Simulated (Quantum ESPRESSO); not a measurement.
# MnSe: parallel and opposed starts

Wanted: the moments of MnSe and the energy of each order that was tried.

Program: Quantum ESPRESSO 7.5. Level of theory: PBEsol with U = 4 eV on Mn d (ortho-atomic projectors); plane waves with GBRV 1.5 PBEsol potentials, no spin-orbit coupling. Results are calculated unless marked as measured.

The database entry behind the starting cell differs from later determinations by our own check (about 0.4 % short), so it need not match the best structure at ambient conditions.

### 1. Starting point

It takes space group Fm-3m (No. 225, cubic). Conventional cell: a = 5.440 Å, b = 5.440 Å, c = 5.440 Å, α = 90.00°, β = 90.00°, γ = 90.00°. Nearest to Mn lie 6 Se at 2.72 Å. Nearest to Se lie 6 Mn at 2.72 Å. Farther neighbours and most contacts between anions are not listed.

The cell comes from the Crystallography Open Database.

### 2. Start 1: ferro +

The signs are those of the starting moments on the seeded atoms, the atoms that are given a moment.

Contents of pw.in:

```
&CONTROL
  calculation = 'scf'
  prefix = 'pwscf'
  outdir = './tmp'
  pseudo_dir = './pseudo'
  disk_io = 'nowf'
/
&SYSTEM
  ibrav = 0
  celldm(1) = 8
  nat = 2
  ntyp = 2
  ecutwfc = 40
  ecutrho = 280
  nbnd = 19
  occupations = 'smearing'
  smearing = 'fd'
  degauss = 0.00734986
  nspin = 2
  starting_magnetization(1) = 0.3
  starting_magnetization(2) = 0
/
&ELECTRONS
  conv_thr = 4d-09
  electron_maxstep = 150
  mixing_beta = 0.3
/
ATOMIC_SPECIES
Mn     54.9380 mn_pbesol_v1.5.uspp.F.UPF
Se     78.9710 se_pbesol_v1.uspp.F.UPF
CELL_PARAMETERS alat
   0.0000000000000    0.6425068823728    0.6425068823728
   0.6425068823728    0.0000000000000    0.6425068823728
   0.6425068823728    0.6425068823728    0.0000000000000
ATOMIC_POSITIONS crystal
Mn      0.0000000000    0.0000000000    0.0000000000
Se      0.5000000000    0.5000000000    0.5000000000
K_POINTS automatic
8 8 8 0 0 0
HUBBARD {ortho-atomic}
U Mn-3d 4.0000
```

Command:

```sh
$ OMP_NUM_THREADS=1 mpirun -n 4 pw.x -nk 4 -in pw.in > pw.out
```

The log of the run:

```text
Program PWSCF v.7.5 starts

     Message from routine setup:
     using ibrav=0 with symmetry is DISCOURAGED, use correct ibrav instead

     K-points division:     npool     =       4
     Subspace diagonalization in iterative solution of the eigenvalue problem:

     G-vector sticks info
     --------------------
     sticks:   dense  smooth     PW     G-vecs:    dense   smooth      PW
     Sum        1027     583    187                21595     9377    1639

     Using Slab Decomposition

     bravais-lattice index     =            0
     lattice parameter (alat)  =       8.0000  a.u.
     unit-cell volume          =     271.6022 (a.u.)^3
     number of atoms/cell      =            2
     number of atomic types    =            2
     number of electrons       =        21.00
     number of Kohn-Sham states=           19
     kinetic-energy cutoff     =      40.0000  Ry
     charge density cutoff     =     280.0000  Ry
     scf convergence threshold =      4.0E-09
     mixing beta               =       0.3000
     number of iterations used =            8  plain     mixing
     Exchange-correlation= SLA  PW   PSX  PSC
                           (   1   4  10   8   0   0   0)
     Hubbard projectors: ortho-atomic
     Hubbard parameters of DFT+U (Dudarev formulation) in eV:
     U(Mn-3d) =  4.0000

     Internal variables: lda_plus_u =T, lda_plus_u_kind = 0

     Internal variables: orbital_resolved =F, hub_pot_fix =F, apply_U = F

     celldm(1)=   8.000000  celldm(2)=   0.000000  celldm(3)=   0.000000
     celldm(4)=   0.000000  celldm(5)=   0.000000  celldm(6)=   0.000000

     crystal axes: (cart. coord. in units of alat)
               a(1) = (   0.000000   0.642507   0.642507 )
               a(2) = (   0.642507   0.000000   0.642507 )
               a(3) = (   0.642507   0.642507   0.000000 )

     reciprocal axes: (cart. coord. in units 2 pi/alat)
               b(1) = ( -0.778202  0.778202  0.778202 )
               b(2) = (  0.778202 -0.778202  0.778202 )
               b(3) = (  0.778202  0.778202 -0.778202 )

     PseudoPot. # 1 for Mn read from file:
     mn_pbesol_v1.5.uspp.F.UPF
     Pseudo is Ultrasoft + core correction, Zval = 15.0
     Generated by new atomic code, or converted to UPF format
     Using radial grid of  859 points,  6 beta functions with:
                l(1) =   0
                l(2) =   0
                l(3) =   1
                l(4) =   1
                l(5) =   2
                l(6) =   2
     Q(r) pseudized with  8 coefficients,  rinner =    0.950   0.950   0.950
                                                       0.950   0.950

     PseudoPot. # 2 for Se read from file:
     se_pbesol_v1.uspp.F.UPF
     Pseudo is Ultrasoft + core correction, Zval =  6.0
     Generated by new atomic code, or converted to UPF format
     Using radial grid of  877 points,  6 beta functions with:
                l(1) =   0
                l(2) =   0
                l(3) =   1
                l(4) =   1
                l(5) =   2
                l(6) =   2
     Q(r) pseudized with  8 coefficients,  rinner =    1.300   1.300   1.300
                                                       1.300   1.300

     atomic species   valence    mass     pseudopotential
     Mn               15.00    54.93800     Mn( 1.00)
     Se                6.00    78.97100     Se( 1.00)

     Starting magnetic structure
     atomic species   magnetization
     Mn              0.300
     Se              0.000

     48 Sym. Ops., with inversion, found

   Cartesian axes

     site n.     atom                  positions (alat units)
         1        Mn     tau(   1) = (   0.0000000   0.0000000   0.0000000  )
         2        Se     tau(   2) = (   0.6425069   0.6425069   0.6425069  )

     number of k points=    29  Fermi-Dirac smearing, width (Ry)=  0.0073
                       cart. coord. in units 2pi/alat
        k(    1) = (   0.0000000   0.0000000   0.0000000), wk =   0.0019531
        k(    2) = (   0.0972752   0.0972752  -0.0972752), wk =   0.0156250
        k(    3) = (   0.1945504   0.1945504  -0.1945504), wk =   0.0156250
        k(    4) = (   0.2918257   0.2918257  -0.2918257), wk =   0.0156250
        k(    5) = (  -0.3891009  -0.3891009   0.3891009), wk =   0.0078125
        [... 24 further k-points ...]

     Dense  grid:    21595 G-vectors     FFT dimensions: (  40,  40,  40)

     Smooth grid:     9377 G-vectors     FFT dimensions: (  30,  30,  30)

     Check: negative core charge=   -0.000028
     Generating pointlists ...
     new r_m :   0.2650 (alat units)  2.1203 (a.u.) for type    1
     new r_m :   0.2650 (alat units)  2.1203 (a.u.) for type    2

     Initial potential from superposition of free atoms

     starting charge      20.4999, renormalised to      21.0000

     STARTING HUBBARD OCCUPATIONS:

     =================== HUBBARD OCCUPATIONS ===================
     ------------------------ ATOM    1 ------------------------
     Tr[ns(  1)] (up, down, total) =   5.00000  0.00000  5.00000
     Atomic magnetic moment for atom   1 =   5.00000
     [... lines left out ...]
     Number of occupied Hubbard levels =    5.0000

     Atomic wfc used for Hubbard projectors are orthogonalized

     Starting wfcs are   17 randomized atomic wfcs +    2 random wfcs

     Self-consistent Calculation

     iteration #  1     ecut=    40.00 Ry     beta= 0.30
     Davidson diagonalization with overlap
     ethr =  1.00E-02,  avg # of iterations =  5.4

     =================== HUBBARD OCCUPATIONS ===================
     ------------------------ ATOM    1 ------------------------
     Tr[ns(  1)] (up, down, total) =   4.86729  0.13631  5.00360
     Atomic magnetic moment for atom   1 =   4.73098
     [... lines left out ...]
     Number of occupied Hubbard levels =    5.0036

     total energy              =    -254.27748629 Ry
     estimated scf accuracy    <       0.46382056 Ry

     total magnetization       =     5.00 Bohr mag/cell
     absolute magnetization    =     5.00 Bohr mag/cell

     iteration #  2     ecut=    40.00 Ry     beta= 0.30
     Davidson diagonalization with overlap
     ethr =  2.21E-03,  avg # of iterations =  1.7

     total energy              =    -254.35532897 Ry
     estimated scf accuracy    <       0.02216851 Ry

     total magnetization       =     5.00 Bohr mag/cell
     absolute magnetization    =     5.00 Bohr mag/cell

     iteration #  3     ecut=    40.00 Ry     beta= 0.30
     Davidson diagonalization with overlap
     ethr =  1.06E-04,  avg # of iterations =  3.6

     negative rho (up, down):  0.000E+00 4.558E-04

     total energy              =    -254.36263196 Ry
     estimated scf accuracy    <       0.00859072 Ry

     total magnetization       =     5.00 Bohr mag/cell
     absolute magnetization    =     5.00 Bohr mag/cell

     [... further iterations left out ...]

     iteration #  8     ecut=    40.00 Ry     beta= 0.30
     Davidson diagonalization with overlap
     ethr =  5.98E-08,  avg # of iterations =  2.3

     negative rho (up, down):  0.000E+00 4.980E-04

     total energy              =    -254.36340757 Ry
     estimated scf accuracy    <       0.00000150 Ry

     total magnetization       =     5.00 Bohr mag/cell
     absolute magnetization    =     5.00 Bohr mag/cell

     iteration #  9     ecut=    40.00 Ry     beta= 0.30
     Davidson diagonalization with overlap
     ethr =  7.16E-09,  avg # of iterations =  2.6

     negative rho (up, down):  0.000E+00 4.978E-04

     total energy              =    -254.36340796 Ry
     estimated scf accuracy    <       0.00000002 Ry

     total magnetization       =     5.00 Bohr mag/cell
     absolute magnetization    =     5.00 Bohr mag/cell

     iteration # 10     ecut=    40.00 Ry     beta= 0.30
     Davidson diagonalization with overlap
     ethr =  7.40E-11,  avg # of iterations =  5.3

     negative rho (up, down):  0.000E+00 4.977E-04

     total energy              =    -254.36340799 Ry
     estimated scf accuracy    <       0.00000002 Ry

     total magnetization       =     5.00 Bohr mag/cell
     absolute magnetization    =     5.00 Bohr mag/cell

     iteration # 11     ecut=    40.00 Ry     beta= 0.30
     Davidson diagonalization with overlap
     ethr =  7.40E-11,  avg # of iterations =  2.0

     negative rho (up, down):  0.000E+00 4.976E-04

     Magnetic moment per site  (integrated on atomic sphere of radius R)
     atom   1 (R=0.265)  charge= 13.2981  magn=  4.5642
     atom   2 (R=0.265)  charge=  4.4014  magn=  0.0788

     End of self-consistent calculation

     =================== HUBBARD OCCUPATIONS ===================
     ------------------------ ATOM    1 ------------------------
     Tr[ns(  1)] (up, down, total) =   4.97385  0.26284  5.23669
     Atomic magnetic moment for atom   1 =   4.71100
     [... lines left out ...]
     Number of occupied Hubbard levels =    5.2367

     [... lines left out ...]
     the Fermi energy is     9.7529 ev

!    total energy              =    -254.36340801 Ry
     estimated scf accuracy    <          9.6E-11 Ry
     smearing contrib. (-TS)   =      -0.00018318 Ry
     internal energy E=F+TS    =    -254.36322482 Ry

     The total energy is F=E-TS. E is the sum of the following terms:
     one-electron contribution =    -139.99668535 Ry
     hartree contribution      =      77.01095534 Ry
     xc contribution           =     -55.93175501 Ry
     ewald contribution        =    -135.48501958 Ry
     Hubbard energy            =       0.03927978 Ry

     total magnetization       =     5.00 Bohr mag/cell
     absolute magnetization    =     5.00 Bohr mag/cell

     convergence has been achieved in  11 iterations

=------------------------------------------------------------------------------=
   JOB DONE.
=------------------------------------------------------------------------------=
```

Elapsed: 15 s, on 4 MPI ranks of Arm Neoverse N1, shared host; peak memory 0.33 GiB.

Spin moment in the atom's sphere by atom:

```
atom  spin moment in the atom's sphere (μB)
 Mn1                                   4.56
 Se2                                   0.08
```

This step gave:

- smearing term TS: 0.002492 eV
- magnetization: 5 μB
- absolute magnetization: 5 μB
- final state: ferromagnetic

(Continued in part 2 of 2.)

[Logs and program files are shortened in this print: banners, set-up blocks, solver, clock and traceback lines can be left out without a mark of their own.]

[Logs are printed without paths, hosts, clocks, repeated set-up lines and the standing remarks that a program may print on its own settings, such as how far it seeks lower states.]

[Hosts, paths, dates, database ids (printed as entryN), source tags and the programs' standing remarks are cut or masked in the printed files.]

[Where a cell is said to come from a database of computed structures, the database is the Materials Project.]
